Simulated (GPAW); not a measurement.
Consider TaN (P-6m2).

```xyz
2
Lattice="2.9380 0.0000 0.0000 -1.4690 2.5444 0.0000 0.0000 0.0000 2.8830" Properties=species:S:1:pos:R:3 pbc="T T T"
Ta    0.0000    0.0000    1.4415
N     1.4690    0.8481    0.0000
```

Absorber: atom 2, with 6 Ta at 2.23 Å (trigonal prismatic, site symmetry -6m2). Method: GPAW, LDA, excited-electron core hole (neutral cell), 16-atom cell with 5.8 Å between holes, 6×7×7 k points, dipole transitions, Gaussian full width 0.9 eV up to 4 eV, rising linearly to 3.5 eV at 25 eV, without spin-orbit coupling.

**Question.** What does the N K edge look like?

Main maxima up to 24 eV above the zero (height): 2.6 eV (2.52), 8.6 eV (0.79), 11.0 eV (0.97) and 13.7 eV (0.70). A K edge sees empty p states; the first features are N p mixed into the empty d states of the Ta neighbours, and the broad ones above probably into the cations' higher empty bands. The total-energy difference is 402.92 eV. One term is added: -7.76 eV, since the hole is spin-paired here and a spin-polarised one costs that much less in the free atom (computed apart). The photon energy is then 395.16 eV. The functional leaves an error in such absolute values: in the free atom LDA prices this hole 3.5 eV below PBE (computed apart), and PBE is itself good to a few eV.

The N K spectrum (energy from the lowest empty level; intensity scaled to a mean of 1 over the first 20 eV; polarised curves are means over the symmetry-equivalent atoms):

```
E (eV)  isotropic  ε ⊥ c  ε ∥ c
  -2.0       0.00   0.00   0.00
  -1.0       0.00   0.00   0.00
   0.0       0.56   0.66   0.37
   1.0       1.91   2.07   1.61
   2.0       2.32   2.55   1.88
   3.0       2.41   2.31   2.60
   4.0       1.94   1.79   2.25
   5.0       1.56   1.31   2.06
   6.0       0.78   0.83   0.69
   7.0       0.46   0.32   0.74
   8.0       0.71   0.48   1.16
   9.0       0.75   0.56   1.13
  10.0       0.73   0.71   0.76
  11.0       0.97   1.07   0.77
  12.0       0.73   0.88   0.43
  13.0       0.66   0.86   0.24
  14.0       0.70   0.91   0.27
  15.0       0.58   0.63   0.48
  16.0       0.57   0.47   0.76
  17.0       0.60   0.49   0.84
  18.0       0.53   0.44   0.72
  19.0       0.41   0.33   0.55
  20.0       0.32   0.29   0.38
  21.0       0.34   0.35   0.31
  22.0       0.40   0.44   0.32
  23.0       0.45   0.50   0.35
  24.0       0.47   0.51   0.38
  25.0       0.49   0.53   0.42
  26.0       0.53   0.56   0.47
  27.0       0.62   0.65   0.56
  28.0       0.73   0.76   0.68
  29.0       0.80   0.82   0.76
  30.0       0.77   0.78   0.76
  31.0       0.72   0.72   0.72
  32.0       0.73   0.73   0.75
```

The holes are only 5.8 Å apart, so the shape is probably not converged with cell size; no larger cell was run here. Lifetime broadening is put in by hand, and intensities beyond about 20 eV depend on it and on the partial waves; weight that the partial waves miss at high energy is lost. The structure is a published determination, not relaxed.

[Banner, clock and machine lines of the logs are left out without a mark of their own.]

[Logs are printed without paths, hosts, clocks, repeated set-up lines and the standing remarks that a program may print on its own settings, such as how far it seeks lower states.]

[Hosts, paths, dates, database ids (printed as entryN), source tags and the programs' standing remarks are cut or masked in the printed files.]

[Lists of maxima count a maximum above −3 eV only where it reaches 4 % of the highest in the window and stands out from its surroundings by 2 % of it (1.5 % where it reaches 55 %); shoulders and weaker maxima are passed over, and of the rest the first, up to two pre-edge ones and the few strongest are named.]
